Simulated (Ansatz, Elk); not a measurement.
# How far do independent atoms describe Hf4MgRu?

Structure refinements treat a crystal as free atoms side by side. For a made-up structure of Hf4MgRu (cell and positions from a r2SCAN relaxation) the runs below show what the calculated density changes in F(hkl).

Program: Elk 11.2.3 (patched build). Level of theory: DFT, PBE, all-electron APW+lo, Dirac cores, scalar-relativistic bands, static density, no spin. Results are calculated unless marked as measured.

The structure was built from a prototype and need not be the compound's stable phase.

### Step 1. The structure

Symmetry: I422, No. 97, tetragonal system. Conventional cell: a = 6.697 Å, b = 6.697 Å, c = 5.389 Å, α = 90.00°, β = 90.00°, γ = 90.00°. Nearest to Hf lie 2 Ru at 2.85 Å and 2 Mg at 2.85 Å and 3 Hf at 3.04 to 3.19 Å. Nearest to Ru lie 2 Mg at 2.69 Å and 8 Hf at 2.85 Å. Mg has 2 Ru at 2.69 Å and 8 Hf at 2.85 Å nearest. Farther neighbours are not listed.

Coordinates:

```cif
data_structure
_symmetry_space_group_name_H-M 'I422'
_symmetry_Int_Tables_number 97
_cell_length_a 6.6969
_cell_length_b 6.6969
_cell_length_c 5.3889
_cell_angle_alpha 90.000
_cell_angle_beta 90.000
_cell_angle_gamma 90.000
_cell_volume 241.68
loop_
_atom_site_label
_atom_site_type_symbol
_atom_site_symmetry_multiplicity
_atom_site_Wyckoff_symbol
_atom_site_fract_x
_atom_site_fract_y
_atom_site_fract_z
_atom_site_occupancy
Hf1 Hf 8 j 0.83972 0.66028 0.25000 1
Ru1 Ru 2 a 0.00000 0.00000 0.00000 1
Mg1 Mg 2 b 0.00000 0.00000 0.50000 1
```

### Step 2. Ground state and structure factors

An all-electron density is needed, since X-rays see the cores too. Task 0 finds the density and task 195 Fourier-transforms it; tshift is off so that phases refer to the origin typed.

Contents of elk.in:

```
tasks
  0
  195

xctype
  20

spinpol
  .false.

rgkmax
  7.0

gmaxvr
  14.0

lmaxo
  7

lmaxapw
  8

swidth
  0.002

tshift
  .false.

ramdisk
  .false.

hmaxvr
  5.5

maxscl
  120

epspot
  1e-06

sppath
  './'

avec
  -6.32763699852 6.32763699852 5.09179448254
  6.32763699852 -6.32763699852 5.09179448254
  6.32763699852 6.32763699852 -5.09179448254

atoms
  3
  'Hf.in'
  4
  0.9102830654 0.0897169346 0.5000000000   0.000000 0.000000 0.000000
  0.5897169346 0.4102830654 0.5000000000   0.000000 0.000000 0.000000
  0.0897169346 0.5897169346 0.1794338693   0.000000 0.000000 0.000000
  0.4102830654 0.9102830654 0.8205661307   0.000000 0.000000 0.000000
  'Ru.in'
  1
  -0.0000000000 0.0000000000 0.0000000000   0.000000 0.000000 0.000000
  'Mg.in'
  1
  0.5000000000 0.5000000000 0.0000000000   0.000000 0.000000 0.000000

ngridk
  5 5 5
```

Command:

```sh
$ OMP_NUM_THREADS=4 elk
```

Numbers of over 12 decimals in the logs are rounded to 6 here.

What it wrote:

```text
┌─────────────────────────┐
│ Elk code version 11.2.3 │
└─────────────────────────┘

All units are atomic (Hartree, Bohr, etc.)

┌─────────────────────────────────────────────────┐
│ Ground-state run starting from atomic densities │
└─────────────────────────────────────────────────┘

Lattice vectors :
  -6.327636999       6.327636999       5.091794483
   6.327636999      -6.327636999       5.091794483
   6.327636999       6.327636999      -5.091794483

Reciprocal lattice vectors :
 -0.7293002401E-17  0.4964874967      0.6169912522
  0.4964874967     -0.7293002401E-17  0.6169912522
  0.4964874967      0.4964874967      0.7963437037E-17

Unit cell volume      :    815.4812332
Brillouin zone volume :   0.3041764830

Muffin-tin inner radius fraction :   0.1000000000E-01

Nuclei treated as point charges

Species : 1 (Hf)
 parameters loaded from : Hf.in
 name : hafnium
 nuclear charge    :   -72.00000000
 electronic charge :    72.00000000
 atomic mass :    325367.3659
 muffin-tin radius :    2.770197842
 number of radial points in muffin-tin :   1393
 inner part over the whole radius :   0.9972939579E-02
 number on inner part of muffin-tin    :    999
 approximate nuclear radius :   0.1000320365E-03
 number of mesh points to nuclear radius :    518
 atomic positions (lattice), magnetic fields (Cartesian) :
  1 :   0.91028307  0.08971693  0.50000000    0.00000000  0.00000000  0.00000000
  2 :   0.58971693  0.41028307  0.50000000    0.00000000  0.00000000  0.00000000
  3 :   0.08971693  0.58971693  0.17943387    0.00000000  0.00000000  0.00000000
  4 :   0.41028307  0.91028307  0.82056613    0.00000000  0.00000000  0.00000000

Species : 2 (Ru)
 parameters loaded from : Ru.in
 name : ruthenium
 nuclear charge    :   -44.00000000
 electronic charge :    44.00000000
 atomic mass :    184239.3393
 muffin-tin radius :    2.572326568
 number of radial points in muffin-tin :   1193
 inner part over the whole radius :   0.9994749242E-02
 number on inner part of muffin-tin    :    849
 approximate nuclear radius :   0.8462081736E-04
 number of mesh points to nuclear radius :    422
 atomic positions (lattice), magnetic fields (Cartesian) :
  1 :   0.00000000  0.00000000  0.00000000    0.00000000  0.00000000  0.00000000

Species : 3 (Mg)
 parameters loaded from : Mg.in
 name : magnesium
 nuclear charge    :   -12.00000000
 electronic charge :    12.00000000
 atomic mass :    44305.30466
 muffin-tin radius :    2.200000000
 number of radial points in muffin-tin :    793
 inner part over the whole radius :   0.9941530515E-02
 number on inner part of muffin-tin    :    552
 approximate nuclear radius :   0.5710277704E-04
 number of mesh points to nuclear radius :    241
 atomic positions (lattice), magnetic fields (Cartesian) :
  1 :   0.50000000  0.50000000  0.00000000    0.00000000  0.00000000  0.00000000

Total number of atoms per unit cell :    6
Total muffin-tin volume :    472.0879012
 ratio of muffin-tin to unit cell volume :   0.5789071311

Spin treatment :
 spin-unpolarised

Number of Bravais lattice symmetries :   16
Number of crystal symmetries         :    8
Crystal has no inversion symmetry
Complex Hermitian eigensolver will be used

k-point grid :      5     5     5
k-point offset :    0.000000000       0.000000000       0.000000000
k-point set is reduced with full crystal symmetry group
Total number of k-points :       20

Muffin-tin radius times maximum |G+k| :    7.000000000
 using average radius
Maximum |G+k| for APW functions       :    2.649321109
Maximum (1/2)|G+k|²                   :    3.509451170
Maximum |G| for potential and density :    14.00000000
Constant for pseudocharge density :   10
 order of it for each species :   17  17  17
 order of it for pair densities of each species (exact exchange by exxq0 0: 18) :   11   9   5
Radial integration step length :    1

G-vector grid sizes :     48    48    48
Number of G-vectors :    37667

Maximum angular momentum used for
 APW functions            :    8
[...]
Madelung                    :     -80979.667214592
 xc potential                :     -1797.8735344481
 exchange                    :     -1368.8835670520
 correlation                 :     -20.122828167324
 electron entropic           :    -0.30903026965029E-02
 total energy                :     -65125.373492874

Density of states at Fermi energy :    241.7344282
 (states/Hartree/unit cell)

Estimated indirect band gap :   0.5697757216E-03
 from k-point 8 to k-point 2
Estimated direct band gap   :   0.1257640153E-02
 at k-point 13

Charges :
 core                        :    214.0000000
 valence                     :    130.0000000
 interstitial                :    9.484370997
 muffin-tins (core leakage)
  species : 1 (Hf)
[...]
species : 2 (Ru)
[...]
species : 3 (Mg)
[...]
total in muffin-tins        :    334.5156290
 total calculated charge     :    343.9999619
 total charge                :    344.0000000
 error                       :   0.3805219848E-04

RMS change in Kohn-Sham potential (target) :   0.3147243204     (  0.1000000000E-05)
Absolute change in total energy (target)   :   0.8142218354     (  0.1000000000E-03)

[... loops 3 to 16 left out ...]

┌──────────────────┐
│ Loop number : 17 │
└──────────────────┘

Energies :
 Fermi                       :     0.302169
 sum of occupied eigenvalues :     -39745.242447314
 electron kinetic            :      72471.732665722
 core electron kinetic       :      70118.685271136
 Coulomb                     :     -136205.20662160
 Coulomb potential           :     -110399.47127778
 nuclear-nuclear             :     -6033.8683472945
 electron-nuclear            :     -150074.15276165
 Hartree                     :      19902.814487348
 Madelung                    :     -81005.470982711
 xc potential                :     -1817.5038352560
 exchange                    :     -1369.8897383730
 correlation                 :     -20.126904637939
 electron entropic           :    -0.30592044536712E-02
 total energy                :     -65123.493658095

Density of states at Fermi energy :    228.4468029
 (states/Hartree/unit cell)

Estimated indirect band gap :   0.1384693220E-02
 from k-point 12 to k-point 11
Estimated direct band gap   :   0.3106405087E-02
 at k-point 11

Charges :
 core                        :    214.0000000
 valence                     :    130.0000000
 interstitial                :    8.996891432
 muffin-tins (core leakage)
  species : 1 (Hf)
[...]
species : 2 (Ru)
[...]
species : 3 (Mg)
[...]
total in muffin-tins        :    335.0031086
 total calculated charge     :    343.9999412
 total charge                :    344.0000000
 error                       :   0.5879104378E-04

RMS change in Kohn-Sham potential (target) :   0.4835300156E-06 (  0.1000000000E-05)
Absolute change in total energy (target)   :   0.4780563177E-04 (  0.1000000000E-03)

Convergence targets achieved

┌──────────────────┐
│ Loop number : 18 │
└──────────────────┘

Energies :
 Fermi                       :     0.302169
 sum of occupied eigenvalues :     -39745.242467909
 electron kinetic            :      72471.732622868
 core electron kinetic       :      70118.685244055
 Coulomb                     :     -136205.20659885
 Coulomb potential           :     -110399.47126091
 nuclear-nuclear             :     -6033.8683472945
 electron-nuclear            :     -150074.15273413
 Hartree                     :      19902.814482581
 Madelung                    :     -81005.470968389
 xc potential                :     -1817.5038298651
 exchange                    :     -1369.8897375022
 correlation                 :     -20.126904628263
 electron entropic           :    -0.30592048989812E-02
 total energy                :     -65123.493677312

Density of states at Fermi energy :    228.4468321
 (states/Hartree/unit cell)

Estimated indirect band gap :   0.1384686387E-02
 from k-point 12 to k-point 11
Estimated direct band gap   :   0.3106400473E-02
 at k-point 11

Charges :
 core                        :    214.0000000
 valence                     :    130.0000000
 interstitial                :    8.996891198
 muffin-tins (core leakage)
  species : 1 (Hf)
[...]
atom 4                    :    70.29190360     (  0.9917015120E-07)
  species : 2 (Ru)
   atom 1                    :    43.04794802     ( -0.2865856246E-06)
  species : 3 (Mg)
   atom 1                    :    10.78754639     ( -0.9828258696E-07)
 total in muffin-tins        :    335.0031088
 total calculated charge     :    343.9999412
 total charge                :    344.0000000
 error                       :   0.5879088178E-04

┌──────────────────────────────┐
│ Self-consistent loop stopped │
└──────────────────────────────┘

Wrote STATE.OUT
```

Run time: 49 s. Hardware: 4 threads of INTEL XEON PLATINUM 8581C at 2.10GHz (Emerald Rapids), shared host; peak memory 0.34 GiB.

SFACRHO.OUT:

```text

h k l indices transformed by vhmat matrix:
   1.000000000       0.000000000       0.000000000    
   0.000000000       1.000000000       0.000000000    
   0.000000000       0.000000000       1.000000000    

      h      k      l  multipl.   |H|            Re(F)            Im(F)           |F|

      0      0      0      1   0.0000000       344.00000      0.10094772E-16   344.00000    
      0      0      1      4  0.70213935      -26.021314     -0.33616994E-13   26.021314    
      1      0     -1      8  0.79194573       29.624132     -0.69144763E-07   29.624132    
     -1      1      1      4  0.99297499      -62.808636     -0.42902718E-10   62.808636    
     -1     -1      1      2   1.2339825      -201.93717     -0.12951340E-12   201.93717    
      1     -2      0      8   1.2701092       26.603967      -187.17007       189.05133    
      0     -1     -1      8   1.2701092       26.603967       187.17007       189.05133    
      0      0     -2      4   1.4042787       86.752609     -0.62909744E-13   86.752609    
      2      0     -1      8   1.4197579       110.71442     -0.14701518E-10   110.71442    
     -1      1     -2      8   1.5700313       164.58117     -0.16376460E-10   164.58117    
      2      0     -2      8   1.5838915       140.63010     -0.63803526E-10   140.63010    
     -2      1      2      8   1.6121962       24.322723      0.17497439E-07   24.322723    
      1      1      1      8   1.8694147      -2.4608747     -0.25686512E-13   2.4608747    
      3     -2      0      8   1.8934561       22.794488       23.859532       32.997969    
      2     -3      1      8   1.8934561       22.794488      -23.859532       32.997969    
     -1     -2      2      8   1.9164038       22.723327      0.11640015E-06   22.723327    
     -2      2      2      4   1.9859500      -99.495462      0.15516294E-10   99.495462    
      0      2     -3      8   1.9969254      -77.372584     -0.13767221E-01   77.372586
```

Elk indexes on the primitive cell of elk.in and gives |H| = 4π sin θ/λ in inverse bohr. Below, one row stands for each form hkl of the conventional cell (m members, Friedel mates merged), F is for one primitive cell and the density is static (no thermal factor). Free-atom factors are Waasmaier and Kirfel's, and R is Σm||F|−|F'||/Σm|F|.

```tsv
hkl	m	sin θ/λ (Å⁻¹)	abs F, DFT	neutral atoms	diff.	abs of complex diff.
110	4	0.106	26.021	26.144	-0.123	0.123
101	8	0.119	29.624	29.649	-0.025	0.025
200	4	0.149	62.809	62.899	-0.091	0.091
002	2	0.186	201.937	202.519	-0.582	0.582
211	16	0.191	189.051	189.639	-0.588	0.590
220	4	0.211	86.753	87.284	-0.531	0.531
112	8	0.213	110.714	111.334	-0.620	0.620
310	8	0.236	164.581	165.278	-0.697	0.697
202	8	0.238	140.630	141.191	-0.561	0.561
301	8	0.242	24.323	24.580	-0.257	0.257
222	8	0.281	2.461	2.294	+0.167	0.167
321	16	0.285	32.998	33.146	-0.148	0.173
103	8	0.288	22.723	22.838	-0.115	0.115
400	4	0.299	99.496	99.552	-0.057	0.057
312	16	0.300	77.373	77.427	-0.054	0.056
330	4	0.317	172.270	172.498	-0.228	0.228
411	16	0.322	139.485	139.682	-0.196	0.197
213	16	0.325	161.435	161.659	-0.224	0.225
```

### Step 3. The highest occupied states alone

An energy window below the Fermi level keeps the highest occupied states, to see at which angles they scatter; shallow core shells can lie inside it and anion s states outside. No new self-consistency is needed.

elk.in, as its differences from that of step 2:

```diff
@@ -1,3 +1,2 @@
 tasks
-  0
   195
@@ -40,2 +39,5 @@
 
+wsfac
+  -0.138820 0.602170
+
 sppath
```

Command:

```sh
$ OMP_NUM_THREADS=4 elk
```

What it wrote:

```text
┌─────────────────────────────────┐
│ Elk code version 11.2.3 started │
└─────────────────────────────────┘

Info(readinput): the functional depends on the density's gradient
 muffin-tin radial points multiplied by    2.00000
 (not where nrmtscf is given)

┌────────────────────┐
│ Current task : 195 │
└────────────────────┘
Info(checkmt): changed muffin-tin radius of species 1 (Hf) from   2.8000 to   2.7702
Info(checkmt): changed muffin-tin radius of species 2 (Ru) from   2.6000 to   2.5723

Info(sfacrho): density structure factors written to SFACRHO.OUT

 Energy window :  -0.1388200000      0.6021700000

┌──────────────────┐
│ Elk code stopped │
└──────────────────┘
```

It took 12 s on 4 threads; peak memory 0.23 GiB; 17 s of CPU time.

States within 12 eV below the Fermi level hold 82.00 electrons; any levels below the window count with the cores. Their amplitudes can exceed the total, where window and core parts have opposite phase:

```tsv
hkl	sin θ/λ (Å⁻¹)	abs F, window	abs F, all
110	0.106	10.758	26.021
101	0.119	4.574	29.624
200	0.149	18.687	62.809
002	0.186	46.298	201.937
211	0.191	37.391	189.051
220	0.211	10.770	86.753
112	0.213	15.401	110.714
310	0.236	25.372	164.581
202	0.238	20.770	140.630
301	0.242	1.621	24.323
```

### Step 4. Another functional

The difference from free atoms is small, so it is set against the change that LDA (Perdew-Wang) makes.

elk.in, as its differences from that of step 3:

```diff
@@ -1,2 +1,3 @@
 tasks
+  0
   195
@@ -4,3 +5,3 @@
 xctype
-  20
+  3
 
@@ -39,5 +40,2 @@
 
-wsfac
-  -0.138820 0.602170
-
 sppath
```

Command:

```sh
$ OMP_NUM_THREADS=4 elk
```

What it wrote:

```text
┌─────────────────────────┐
│ Elk code version 11.2.3 │
└─────────────────────────┘

All units are atomic (Hartree, Bohr, etc.)

┌─────────────────────────────────────────────────┐
│ Ground-state run starting from atomic densities │
└─────────────────────────────────────────────────┘

Lattice vectors :
  -6.327636999       6.327636999       5.091794483
   6.327636999      -6.327636999       5.091794483
   6.327636999       6.327636999      -5.091794483

Reciprocal lattice vectors :
 -0.7293002401E-17  0.4964874967      0.6169912522
[...]
valence                     :    130.0000000
 interstitial                :    8.860107637
 muffin-tins (core leakage)
  species : 1 (Hf)
[...]
species : 2 (Ru)
   atom 1                    :    43.04421393     ( -0.5236087510E-05)
  species : 3 (Mg)
   atom 1                    :    10.79317161     ( -0.1573064649E-05)
 total in muffin-tins        :    335.1398924
 total calculated charge     :    343.9999521
 total charge                :    344.0000000
 error                       :   0.4791563282E-04

┌──────────────────────────────┐
│ Self-consistent loop stopped │
└──────────────────────────────┘

Wrote STATE.OUT
[key lines of the parts left out:]
total energy                :     -65082.178431943
```

Wall time 29 s (4 threads); peak memory 0.24 GiB; 86 s of CPU time.

Against the first run R = 0.01 %; the largest change is -0.062 at 332.

### Step 5. Basis size

A smaller basis shows how fast F responds to it; the change is likely larger than the basis error of the first run, but doesn't show convergence.

elk.in, as its differences from that of step 4:

```diff
@@ -5,3 +5,3 @@
 xctype
-  3
+  20
 
@@ -11,3 +11,3 @@
 rgkmax
-  7.0
+  5.5
```

Command:

```sh
$ OMP_NUM_THREADS=4 elk
```

What it wrote:

```text
┌─────────────────────────┐
│ Elk code version 11.2.3 │
└─────────────────────────┘

All units are atomic (Hartree, Bohr, etc.)

┌─────────────────────────────────────────────────┐
│ Ground-state run starting from atomic densities │
└─────────────────────────────────────────────────┘

Lattice vectors :
  -6.327636999       6.327636999       5.091794483
   6.327636999      -6.327636999       5.091794483
   6.327636999       6.327636999      -5.091794483

Reciprocal lattice vectors :
 -0.7293002401E-17  0.4964874967      0.6169912522
[...]
valence                     :    130.0000000
 interstitial                :    9.282237760
 muffin-tins (core leakage)
  species : 1 (Hf)
[...]
species : 2 (Ru)
   atom 1                    :    42.95649579     ( -0.2865479622E-06)
  species : 3 (Mg)
   atom 1                    :    10.78535196     ( -0.9828258785E-07)
 total in muffin-tins        :    334.7177622
 total calculated charge     :    343.9998181
 total charge                :    344.0000000
 error                       :   0.1818798377E-03

┌──────────────────────────────┐
│ Self-consistent loop stopped │
└──────────────────────────────┘

Wrote STATE.OUT
[key lines of the parts left out:]
total energy                :     -65123.291778604
```

Run time: 45 s. Hardware: 4 threads; peak memory 0.33 GiB; 2.2 min of CPU time.

Against the first run R = 0.02 %; the largest change is +0.139 at 004.

### Step 6. Settings against the effect

```tsv
run	R against the first run (%)	R against neutral atoms, low angle (%)	wall time
PBE, rgkmax 7	0.00	0.40	49 s
LDA (Perdew-Wang)	0.01	0.39	29 s
rgkmax 5.5	0.02	0.40	45 s
```

### Step 7. Outcome

| Quantity | Value |
| --- | --- |
| R against neutral atoms, sin θ/λ < 0.3 Å⁻¹ | 0.40 % |
| R against neutral atoms, 0.3 to 0.75 Å⁻¹ | 0.21 % |

What this shows: Independent neutral atoms miss the calculated amplitudes by R = 0.40 % below 0.3 Å⁻¹ and 0.21 % from there to 0.75 Å⁻¹; by shells, 0.18 % below 0.15 Å⁻¹ (3 forms), 0.41 % 0.15 to 0.3 (11 forms), 0.12 % 0.3 to 0.45 (24 forms), 0.24 % above 0.45 (111 forms). Bonding, aspherical density and the tables' own atoms all enter these figures, and the runs don't part them. The largest change of an amplitude is -0.70 electrons, at 310. R counts amplitudes alone; phases shift too. The window's part falls from 82.0 electrons at the origin to at most 23.51 between 0.45 and 0.75 Å⁻¹, where compact states inside the window still scatter. The window holds more than the 26 outer electrons of the free atoms, so shallow core shells lie inside it. Below 0.3 Å⁻¹ the changes that finished (LDA (Perdew-Wang) and rgkmax 5.5) move F by R = 0.03 % at most, against the 0.40 % that separates it from free atoms. The k-mesh has no finished test. These runs have no spin, though d or f shells may be open. Spin-orbit coupling is left out, which can matter for elements this heavy. Part of the difference isn't bonding: the tables are fits to free atoms and ions calculated by other methods than this functional. Thermal motion, anomalous dispersion and extinction are left out.

[Logs are printed without paths, hosts, clocks, repeated set-up lines and the standing remarks that a program may print on its own settings, such as how far it seeks lower states.]

[Hosts, paths, dates, database ids (printed as entryN), source tags and the programs' standing remarks are cut or masked in the printed files.]
